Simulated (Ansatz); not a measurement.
# Structural relaxation of a frame of liquid HfO2 from 3173 K (135 atoms), part 2 of 3

Aim: bring a frame of liquid HfO2 from 3173 K (135 atoms) to a nearby minimum of the energy and see what moves.

Ansatz 0.2.0; Kohn-Sham DFT, r2SCAN, PAW (set soft_2), plane waves.

The cell: 45 Hf and 90 O. The network of bonds at the start is that of the classical potential that made the cell. Only the Γ point is sampled, in a cell whose shortest periodic width is 12 Å. The levels lack spin–orbit coupling.

So far. Step 2 (Single point at the start): Neighbours are counted within 2.83 Å (O-Hf).

### Step 3. Cell and atoms relaxed

The cell is relaxed with the atoms, since the starting lattice needn't suit this functional.

File input.yaml:

```yaml
crystal:
  lattice:
    - [12.4477, 0.0, 0.0]
    - [0.0, 12.4477, 0.0]
    - [0.0, 0.0, 12.4477]
  atoms:
    [... the 135 atom lines of step 2 ...]
kpoints:
  mp_grid: { grid: [1, 1, 1] }
hamiltonian:
  xc: r2scan
scf:
  occupations: { method: fermi_dirac, width: 0.273 }
output:
  forces: true
relax:
  f_tol: 0.05
  max_steps: 165
  cell: {}
```

The run is started by

```console
$ ansatz run input.yaml --threads 8 --pin off --max-ram 15872MiB --backend cpu --events-out ev --progress --plain --runs-dir out
```

Numbers of over 12 decimals in the logs are rounded to 6 here.

The log of the run:

```text
[...]
Crystal: 135 atoms, lattice volume = 1928.712 Å³
Basis set: ecut = 500 eV, 49029 PW (Γ), exchange–correlation on 384×384×384 points (64 copies of the dense FFT grid, shifted against one another)
Bands: 1085, of which v1, the nominal top of the filled ones, is band 855 counted from 1 (854 counted from 0)
Symmetry: 1 space group operations
[...]
k-points: 1
[...]
SCF iter   1: F=—  HF=-759347.350354 eV  |F-HF|=—  |Δ(HF+E_count)|=         —  Δρ=1.26e-2  dr2=3.71e0  dr2_τ=8.81e0  ethr=1.77e-3  ⟨swp⟩=5.0  Hψ=3347  notcnv=0
[...]
SCF iter  14: F=-759348.518267 eV  HF=-759348.518267 eV  |F-HF|=5.93e-8  |Δ(HF+E_count)|=   2.76e-8  Δρ=1.76e-6  dr2=7.41e-8  dr2_τ=7.15e-9  ethr=5.85e-12  ⟨swp⟩=4.0  Hψ=2844  notcnv=0
SCF 1 converged in 14 iterations: F = -759348.518267 eV  dr2 = 7.41e-8
[...]
relax step   1: F+E_penalty+E_count = -759348.51826706 eV  Δ(F+E_penalty+E_count) = +0.000e0 eV  max|allowed force component| = 6.262e0 eV/Å  Δτ_max = 0.0000 Å  P = -13.224 GPa  Ω = 1928.712 Å³  (14 SCF iters, dr2 threshold 1.00e-7 eV, accepted)
[... from here on, the SCF cycles and remarks between the steps are left out ...]
relax step   2: F+E_penalty+E_count = -759383.08565681 eV  Δ(F+E_penalty+E_count) = -3.457e1 eV  max|allowed force component| = 2.890e0 eV/Å  Δτ_max = 0.1947 Å  P = -2.047 GPa  Ω = 1766.505 Å³  energy of the carried Pulay correction = +6.464e-2 eV  (9 SCF iters, dr2 threshold 1.35e-5 eV, accepted)
relax step   3: F+E_penalty+E_count = -759395.40977802 eV  Δ(F+E_penalty+E_count) = -1.232e1 eV  max|allowed force component| = 1.942e0 eV/Å  Δτ_max = 0.2000 Å  P = +2.849 GPa  Ω = 1706.627 Å³  energy of the carried Pulay correction = +8.996e-2 eV  (9 SCF iters, dr2 threshold 1.35e-5 eV, accepted)
relax step   4: F+E_penalty+E_count = -759401.26668648 eV  Δ(F+E_penalty+E_count) = -5.857e0 eV  max|allowed force component| = 1.228e0 eV/Å  Δτ_max = 0.1950 Å  P = -0.017 GPa  Ω = 1716.064 Å³  energy of the carried Pulay correction = +8.591e-2 eV  (8 SCF iters, dr2 threshold 1.35e-5 eV, accepted)
relax step   5: F+E_penalty+E_count = -759404.45798301 eV  Δ(F+E_penalty+E_count) = -3.191e0 eV  max|allowed force component| = 9.383e-1 eV/Å  Δτ_max = 0.2000 Å  P = -0.085 GPa  Ω = 1705.502 Å³  energy of the carried Pulay correction = +9.044e-2 eV  (8 SCF iters, dr2 threshold 1.35e-5 eV, accepted)
relax step   6: F+E_penalty+E_count = -759406.22515818 eV  Δ(F+E_penalty+E_count) = -1.767e0 eV  max|allowed force component| = 5.903e-1 eV/Å  Δτ_max = 0.1951 Å  P = +0.157 GPa  Ω = 1693.301 Å³  energy of the carried Pulay correction = +9.571e-2 eV  (8 SCF iters, dr2 threshold 1.35e-5 eV, accepted)
relax step   7: F+E_penalty+E_count = -759407.40716353 eV  Δ(F+E_penalty+E_count) = -1.182e0 eV  max|allowed force component| = 6.910e-1 eV/Å  Δτ_max = 0.2000 Å  P = +0.057 GPa  Ω = 1686.558 Å³  energy of the carried Pulay correction = +9.864e-2 eV  (8 SCF iters, dr2 threshold 1.35e-5 eV, accepted)
relax step   8: F+E_penalty+E_count = -759408.56504459 eV  Δ(F+E_penalty+E_count) = -1.158e0 eV  max|allowed force component| = 3.343e-1 eV/Å  Δτ_max = 0.2000 Å  P = +0.037 GPa  Ω = 1682.667 Å³  energy of the carried Pulay correction = +1.003e-1 eV  (8 SCF iters, dr2 threshold 1.35e-5 eV, accepted)
relax step   9: F+E_penalty+E_count = -759409.12924144 eV  Δ(F+E_penalty+E_count) = -5.642e-1 eV  max|allowed force component| = 3.346e-1 eV/Å  Δτ_max = 0.2000 Å  P = +0.013 GPa  Ω = 1683.247 Å³  energy of the carried Pulay correction = +1.001e-1 eV  (8 SCF iters, dr2 threshold 6.99e-6 eV, accepted)
relax step  10: F+E_penalty+E_count = -759409.47420462 eV  Δ(F+E_penalty+E_count) = -3.450e-1 eV  max|allowed force component| = 4.935e-1 eV/Å  Δτ_max = 0.1961 Å  P = +0.062 GPa  Ω = 1684.051 Å³  energy of the carried Pulay correction = +9.973e-2 eV  (8 SCF iters, dr2 threshold 7.00e-6 eV, accepted)
relax step  11: F+E_penalty+E_count = -759409.86919085 eV  Δ(F+E_penalty+E_count) = -3.950e-1 eV  max|allowed force component| = 4.268e-1 eV/Å  Δτ_max = 0.2000 Å  P = +0.023 GPa  Ω = 1683.477 Å³  energy of the carried Pulay correction = +9.998e-2 eV  (8 SCF iters, dr2 threshold 1.35e-5 eV, accepted)
relax step  12: F+E_penalty+E_count = -759410.31367580 eV  Δ(F+E_penalty+E_count) = -4.445e-1 eV  max|allowed force component| = 4.273e-1 eV/Å  Δτ_max = 0.1947 Å  P = +0.032 GPa  Ω = 1681.244 Å³  energy of the carried Pulay correction = +1.010e-1 eV  (8 SCF iters, dr2 threshold 1.14e-5 eV, accepted)
relax step  13: F+E_penalty+E_count = -759410.76015546 eV  Δ(F+E_penalty+E_count) = -4.465e-1 eV  max|allowed force component| = 3.579e-1 eV/Å  Δτ_max = 0.2000 Å  P = +0.025 GPa  Ω = 1679.918 Å³  energy of the carried Pulay correction = +1.015e-1 eV  (8 SCF iters, dr2 threshold 1.14e-5 eV, accepted)
[...]
relax step  18: F+E_penalty+E_count = -759411.87971634 eV  Δ(F+E_penalty+E_count) = -2.029e-1 eV  max|allowed force component| = 2.064e-1 eV/Å  Δτ_max = 0.2000 Å  P = -0.035 GPa  Ω = 1676.529 Å³  energy of the carried Pulay correction = +1.030e-1 eV  (8 SCF iters, dr2 threshold 1.35e-5 eV, accepted)
relax step  19: F+E_penalty+E_count = -759412.01231988 eV  Δ(F+E_penalty+E_count) = -1.326e-1 eV  max|allowed force component| = 2.112e-1 eV/Å  Δτ_max = 0.2000 Å  P = +0.001 GPa  Ω = 1675.655 Å³  energy of the carried Pulay correction = +1.034e-1 eV  (8 SCF iters, dr2 threshold 2.66e-6 eV, accepted)
relax step  20: F+E_penalty+E_count = -759411.98234275 eV  Δ(F+E_penalty+E_count) = +2.998e-2 eV  max|allowed force component| = 7.365e-1 eV/Å  Δτ_max = 0.1941 Å  P = +0.001 GPa  Ω = 1675.068 Å³  energy of the carried Pulay correction = +1.036e-1 eV  (8 SCF iters, dr2 threshold 2.79e-6 eV, rejected (line search))
relax step  21: F+E_penalty+E_count = -759412.08837000 eV  Δ(F+E_penalty+E_count) = -7.605e-2 eV  max|allowed force component| = 1.336e-1 eV/Å  Δτ_max = 0.0971 Å  P = -0.002 GPa  Ω = 1674.996 Å³  energy of the carried Pulay correction = +1.037e-1 eV  (12 SCF iters, accepted)
relax step  22: F+E_penalty+E_count = -759412.10481523 eV  Δ(F+E_penalty+E_count) = -1.645e-2 eV  max|allowed force component| = 1.077e-1 eV/Å  Δτ_max = 0.1000 Å  P = +0.008 GPa  Ω = 1675.554 Å³  energy of the carried Pulay correction = +1.034e-1 eV  (8 SCF iters, dr2 threshold 1.12e-6 eV, accepted)
relax step  23: F+E_penalty+E_count = -759412.10727180 eV  Δ(F+E_penalty+E_count) = -2.457e-3 eV  max|allowed force component| = 9.183e-2 eV/Å  Δτ_max = 0.0143 Å  P = -0.018 GPa  Ω = 1675.624 Å³  energy of the carried Pulay correction = +1.034e-1 eV  (7 SCF iters, dr2 threshold 7.25e-7 eV, accepted)
relax step  24: F+E_penalty+E_count = -759412.11021113 eV  Δ(F+E_penalty+E_count) = -2.939e-3 eV  max|allowed force component| = 5.141e-2 eV/Å  Δτ_max = 0.0485 Å  P = +0.009 GPa  Ω = 1675.314 Å³  energy of the carried Pulay correction = +1.035e-1 eV  (8 SCF iters, dr2 threshold 5.27e-7 eV, accepted)
relax step  25: F+E_penalty+E_count = -759412.10362742 eV  Δ(F+E_penalty+E_count) = +6.584e-3 eV  max|allowed force component| = 6.436e-2 eV/Å  Δτ_max = 0.0840 Å  P = -0.008 GPa  Ω = 1674.725 Å³  energy of the carried Pulay correction = +1.038e-1 eV  (9 SCF iters, dr2 threshold 1.65e-7 eV, rejected (line search))
relax step  26: F+E_penalty+E_count = -759412.11188537 eV  Δ(F+E_penalty+E_count) = -1.674e-3 eV  max|allowed force component| = 1.739e-2 eV/Å  Δτ_max = 0.0212 Å  P = +0.002 GPa  Ω = 1675.146 Å³  energy of the carried Pulay correction = +1.036e-1 eV  (11 SCF iters, accepted)
relax step  27: F+E_penalty+E_count = -759411.96535278 eV  Δ(F+E_penalty+E_count) = +1.465e-1 eV  max|allowed force component| = 1.681e-2 eV/Å  Δτ_max = 0.0000 Å  P = +0.057 GPa  Ω = 1675.146 Å³  stress off target by 6.42e-2 GPa  SCF on the basis re-selected at this cell (its energy is not comparable with the rows above)  (8 SCF iters)
relax step  28: F+E_penalty+E_count = -759411.96513111 eV  Δ(F+E_penalty+E_count) = +2.217e-4 eV  max|allowed force component| = 1.965e-2 eV/Å  Δτ_max = 0.0034 Å  P = -0.029 GPa  Ω = 1675.930 Å³  energy of the carried Pulay correction = -3.691e-4 eV  (8 SCF iters, dr2 threshold 1.03e-8 eV, accepted)
relax step  29: F+E_penalty+E_count = -759411.96572716 eV  Δ(F+E_penalty+E_count) = -5.961e-4 eV  max|allowed force component| = 1.964e-2 eV/Å  Δτ_max = 0.0000 Å  P = -0.030 GPa  Ω = 1675.930 Å³  stress off target by 3.64e-2 GPa  SCF on the basis re-selected at this cell (its energy is not comparable with the rows above)  (4 SCF iters)
basis re-selected at this cell: Δ(F+E_penalty+E_count) = -5.961e-4 eV, ΔP = -0.000 GPa vs the last step (what re-selecting the basis moved, of the pressure what is left beyond the Pulay correction that the steps carried, after the strain that the cell walked since its last selection, [...]
SCF converged after 4 iterations
Free energy (F): -759411.965727 eV
[...]
Internal energy: -759411.940337 eV  (E = F + TS)
E sigma→0 (E₀):  -759411.953032 eV
Entropy (-TS):   -0.025390 eV (-0.188 meV/atom)
Fermi energy:    14.697860 eV
[...]
--- Forces (eV/Å), atoms counted from 1 ---
  atom   1  Hf    -0.00117142     0.00041865     0.00427969
  atom   2  Hf     0.00341953    -0.00076397     0.00378803
  atom   3  Hf     0.00500783    -0.00168959     0.00272147
  atom   4  Hf    -0.00089737    -0.00051625     0.00327849
  atom   5  Hf    -0.00040885    -0.00018347     0.00242371
  atom   6  Hf     0.00340565    -0.00287702     0.00215460
  atom   7  Hf    -0.00012174    -0.00917272     0.00453883
  atom   8  Hf    -0.00077184     0.00084663     0.00014676
  atom   9  Hf     0.00174646     0.00010784    -0.00058823
  atom  10  Hf     0.00331492    -0.00137039    -0.00565115
  atom  11  Hf     0.00536946     0.00024103    -0.00275248
  atom  12  Hf     0.00127562    -0.00440852     0.00286939
  atom  13  Hf     0.00611470    -0.00533051     0.00335756
  atom  14  Hf    -0.00510271     0.00178989     0.00817493
[...]
atom 134  O      0.00086463    -0.00151320     0.00349821
  atom 135  O     -0.00211069    -0.00344671     0.00039373
  max |Σ_I F_I| component: 1.15e-4 eV/Å
--- Stress (GPa, compression-positive) ---
       -0.034430      -0.003357       0.002363
       -0.003359      -0.029886      -0.001409
        0.002363      -0.001409      -0.024791
  P = ⅓ Tr σ = -0.0297 GPa (-0.297 kbar)
--- Relaxed structure (27 steps of the walk, 25 accepted, 2 SCFs on fresh bases) ---
  F+E_penalty+E_count = -759411.96572716 eV   max|allowed force component| = 1.964e-2 eV/Å   (the final SCF, on the basis selected at the relaxed cell)
  cell:  # Å, volume = 1675.9297 Å³
    - [11.838812, 0.036710, 0.053637]
    - [0.036710, 12.091623, -0.244467]
    - [0.053637, -0.244467, 11.712773]
  atoms:
    - { symbol: Hf, position: [0.021988, 0.989604, 0.746240] }
    - { symbol: Hf, position: [0.836036, 0.263010, 0.054116] }
    - { symbol: Hf, position: [0.377664, 0.190517, 0.228823] }
    - { symbol: Hf, position: [0.194632, 0.528873, 0.882642] }
[...]
- { symbol: O, position: [1.002125, 0.549721, 0.591696] }
```

Wall time 35 min (8 threads of Arm Neoverse V2, shared host); peak memory 8.2 GiB; 4.5 h of CPU time.

Step by step (22 of 29):

| step | energy less that of the first step (eV) | largest force component (eV/Å) | pressure (GPa) | volume (Å³) |
| --- | --- | --- | --- | --- |
| 1 | 0.0000 | 6.2619 | -13.22 | 1928.71 |
| 2 | -34.5674 | 2.8899 | -2.05 | 1766.51 |
| 4 | -52.7484 | 1.2281 | -0.02 | 1716.06 |
| 5 | -55.9397 | 0.9383 | -0.08 | 1705.50 |
| 6 | -57.7069 | 0.5903 | 0.16 | 1693.30 |
| 8 | -60.0468 | 0.3343 | 0.04 | 1682.67 |
| 9 | -60.6110 | 0.3346 | 0.01 | 1683.25 |
| 10 | -60.9559 | 0.4935 | 0.06 | 1684.05 |
| 12 | -61.7954 | 0.4273 | 0.03 | 1681.24 |
| 13 | -62.2419 | 0.3579 | 0.03 | 1679.92 |
| 14 | -62.5642 | 0.3377 | 0.00 | 1679.01 |
| 16 | -63.0105 | 0.2111 | 0.01 | 1676.60 |
| 17 | -63.1585 | 0.5073 | -0.02 | 1675.87 |
| 18 | -63.3614 | 0.2064 | -0.03 | 1676.53 |
| 20 | -63.4641 | 0.7365 | 0.00 | 1675.07 |
| 21 | -63.5701 | 0.1336 | 0.00 | 1675.00 |
| 22 | -63.5865 | 0.1077 | 0.01 | 1675.55 |
| 24 | -63.5919 | 0.0514 | 0.01 | 1675.31 |
| 25 | -63.5854 | 0.0644 | -0.01 | 1674.73 |
| 26 | -63.5936 | 0.0174 | 0.00 | 1675.15 |
| 28 | -63.4469 | 0.0196 | -0.03 | 1675.93 |
| 29* | -63.4475 | 0.0196 | -0.03 | 1675.93 |

Relaxation steps marked * repeat the geometry before them on a plane-wave basis chosen anew for their cell, so energy and pressure can jump there. Other such steps can lie between the rows shown. Relaxation steps 20, 25 were tried and not accepted.

| cell as run | before | after | change |
| --- | --- | --- | --- |
| a (Å) | 12.448 | 11.839 | -4.9 % |
| b (Å) | 12.448 | 12.094 | -2.8 % |
| c (Å) | 12.448 | 11.715 | -5.9 % |
| α (°) | 90.00 | 92.35 | +2.6 % |
| β (°) | 90.00 | 89.48 | -0.6 % |
| γ (°) | 90.00 | 89.65 | -0.4 % |
| volume (Å³/atom) | 14.29 | 12.41 | -13.1 % |

The atoms that moved most (Å, as changes of fractional coordinates times the final cell):

| atom | dx | dy | dz | length |
| --- | --- | --- | --- | --- |
| O114 | -0.808 | 0.416 | -1.257 | 1.551 |
| O92 | 0.772 | 0.264 | 0.813 | 1.151 |
| Hf10 | 0.038 | -0.959 | 0.538 | 1.100 |
| O71 | -0.075 | -0.867 | 0.575 | 1.044 |
| O116 | 0.504 | 0.146 | -0.883 | 1.027 |
| Hf19 | 0.596 | -0.322 | -0.751 | 1.011 |
| O80 | 0.408 | -0.483 | 0.741 | 0.974 |
| O69 | -0.010 | 0.651 | 0.623 | 0.901 |

The relaxation changed the energy by -470 meV/atom, and atoms moved by 0.55 Å r.m.s., 1.6 Å at most.

### Step 4. Distances and neighbours after relaxation

Bonds before and after, by the cutoffs listed below:

| pair | bonds before | bonds after | mean before (Å) | mean after (Å) | spread before (Å) | spread after (Å) |
| --- | --- | --- | --- | --- | --- | --- |
| O-Hf | 276 | 287 | 2.222 | 2.135 | 0.208 | 0.127 |

Density 9.38 g/cm³, 12.41 Å³ an atom.

Pair distribution functions g(r), in bins of 0.1 Å:

| r (Å) | total | O-O | O-Hf | Hf-Hf |
| --- | --- | --- | --- | --- |
| 1.75 | 0.00 | 0.00 | 0.00 | 0.00 |
| 1.85 | 0.04 | 0.00 | 0.09 | 0.00 |
| 1.95 | 0.76 | 0.00 | 1.71 | 0.00 |
| 2.05 | 3.95 | 0.00 | 8.89 | 0.00 |
| 2.15 | 2.62 | 0.00 | 5.89 | 0.00 |
| 2.25 | 1.26 | 0.00 | 2.83 | 0.00 |
| 2.35 | 0.34 | 0.06 | 0.72 | 0.00 |
| 2.45 | 0.71 | 1.09 | 0.50 | 0.00 |
| 2.55 | 1.01 | 2.18 | 0.10 | 0.00 |
| 2.65 | 0.98 | 2.06 | 0.14 | 0.00 |
| 2.75 | 1.18 | 2.66 | 0.00 | 0.00 |
| 2.85 | 0.99 | 2.11 | 0.12 | 0.00 |
| 2.95 | 1.09 | 2.27 | 0.19 | 0.00 |
| 3.05 | 0.77 | 1.56 | 0.11 | 0.28 |
| 3.15 | 1.00 | 1.49 | 0.30 | 1.84 |
| 3.25 | 0.90 | 1.15 | 0.34 | 2.11 |
| 3.35 | 0.76 | 0.79 | 0.35 | 2.23 |
| 3.45 | 0.95 | 0.72 | 0.66 | 3.00 |
| 3.55 | 0.89 | 0.68 | 0.73 | 2.41 |
| 3.65 | 0.93 | 0.67 | 0.84 | 2.39 |
| 3.75 | 1.18 | 0.82 | 0.98 | 3.36 |
| 3.85 | 1.06 | 0.73 | 1.05 | 2.40 |
| 3.95 | 1.03 | 1.07 | 0.99 | 1.01 |
| 4.05 | 1.21 | 0.95 | 1.54 | 0.96 |
| 4.15 | 1.06 | 0.80 | 1.49 | 0.39 |
| 4.25 | 0.94 | 0.82 | 1.22 | 0.29 |
| 4.35 | 0.87 | 0.65 | 1.20 | 0.41 |
| 4.45 | 0.81 | 0.50 | 1.26 | 0.27 |
| 4.55 | 1.07 | 0.67 | 1.64 | 0.38 |
| 4.65 | 0.94 | 0.79 | 1.19 | 0.55 |
| 4.75 | 1.01 | 0.85 | 1.34 | 0.35 |
| 4.85 | 1.07 | 0.97 | 1.33 | 0.45 |
| 4.95 | 1.07 | 1.16 | 1.11 | 0.59 |
| 5.05 | 1.04 | 1.21 | 0.98 | 0.62 |
| 5.15 | 0.94 | 1.10 | 0.81 | 0.80 |
| 5.25 | 1.07 | 1.19 | 0.91 | 1.24 |
| 5.35 | 1.04 | 1.31 | 0.85 | 0.74 |
| 5.45 | 1.13 | 1.32 | 0.93 | 1.20 |
| 5.55 | 1.14 | 1.26 | 1.10 | 0.85 |
| 5.65 | 1.08 | 1.25 | 0.89 | 1.16 |
| 5.75 | 1.00 | 1.15 | 0.80 | 1.19 |
| 5.85 | 0.79 | 0.89 | 0.56 | 1.34 |

Bonds by pair of elements; cutoffs follow the first minimum of g(r), held within bounds set by covalent radii, and pairs that aren't listed don't count as bonded:

| pair A-B | cutoff (Å) | bonds | mean length (Å) | spread (Å) | shortest (Å) | B about A | A about B |
| --- | --- | --- | --- | --- | --- | --- | --- |
| O-Hf | 2.82 | 287 | 2.13 | 0.127 | 1.89 | 3.19 | 6.38 |

How many atoms have how many bonded neighbours:

| element | mean | 2 | 3 | 4 | 5 | 6 | 7 |
| --- | --- | --- | --- | --- | --- | --- | --- |
| Hf | 6.38 | 0 | 0 | 0 | 3 | 22 | 20 |
| O | 3.19 | 5 | 63 | 22 | 0 | 0 | 0 |

Bond angles, per cent of each kind in bins of 5°:

| angle (°) | O-Hf-O | Hf-O-Hf |
| --- | --- | --- |
| 55–60 | 0.1 | 0.0 |
| 60–65 | 0.3 | 0.0 |
| 65–70 | 5.9 | 0.0 |
| 70–75 | 12.1 | 0.0 |
| 75–80 | 11.5 | 0.3 |
| 80–85 | 8.1 | 0.6 |
| 85–90 | 8.1 | 3.1 |
| 90–95 | 8.6 | 4.3 |
| 95–100 | 5.1 | 13.8 |
| 100–105 | 3.7 | 18.7 |
| 105–110 | 2.8 | 11.7 |
| 110–115 | 2.7 | 8.6 |
| 115–120 | 2.7 | 7.7 |
| 120–125 | 2.9 | 4.9 |
| 125–130 | 2.3 | 7.7 |
| 130–135 | 3.3 | 6.4 |
| 135–140 | 3.3 | 3.4 |
| 140–145 | 3.6 | 3.7 |
| 145–150 | 2.9 | 3.1 |
| 150–155 | 2.1 | 1.8 |
| 155–160 | 3.5 | 0.3 |
| 160–165 | 2.4 | 0.0 |
| 165–170 | 1.3 | 0.0 |
| 170–175 | 0.6 | 0.0 |

Bond angles (no mean is given where the spread exceeds 20°):

| angle | count | mean (°) | spread (°) |
| --- | --- | --- | --- |
| O-Hf-O | 780 | - | - |
| Hf-O-Hf | 326 | 113 | 16.7 |

Bond length by coordination (bonds to H left out):

| element | coordination | atoms | mean bond length (Å) |
| --- | --- | --- | --- |
| Hf | 5 | 3 | 2.05 |
| Hf | 6 | 22 | 2.10 |
| Hf | 7 | 20 | 2.17 |
| O | 2 | 5 | 1.96 |
| O | 3 | 63 | 2.10 |
| O | 4 | 22 | 2.23 |

For some of the pairs, g(r) has its first main peak near 2.1 Å (O-Hf). Counting bonds as in the table, 49 % of Hf atoms have 6 and 70 % of O atoms have 3 bonded neighbours. Bonds at O atoms with 2 neighbours average 1.96 Å, against 2.23 Å at those with 4.

[end of part 2 of 3]

[Logs are printed without paths, hosts, clocks, repeated set-up lines and the standing remarks that a program may print on its own settings, such as how far it seeks lower states.]

[Hosts, paths, dates, database ids (printed as entryN), source tags and the programs' standing remarks are cut or masked in the printed files.]
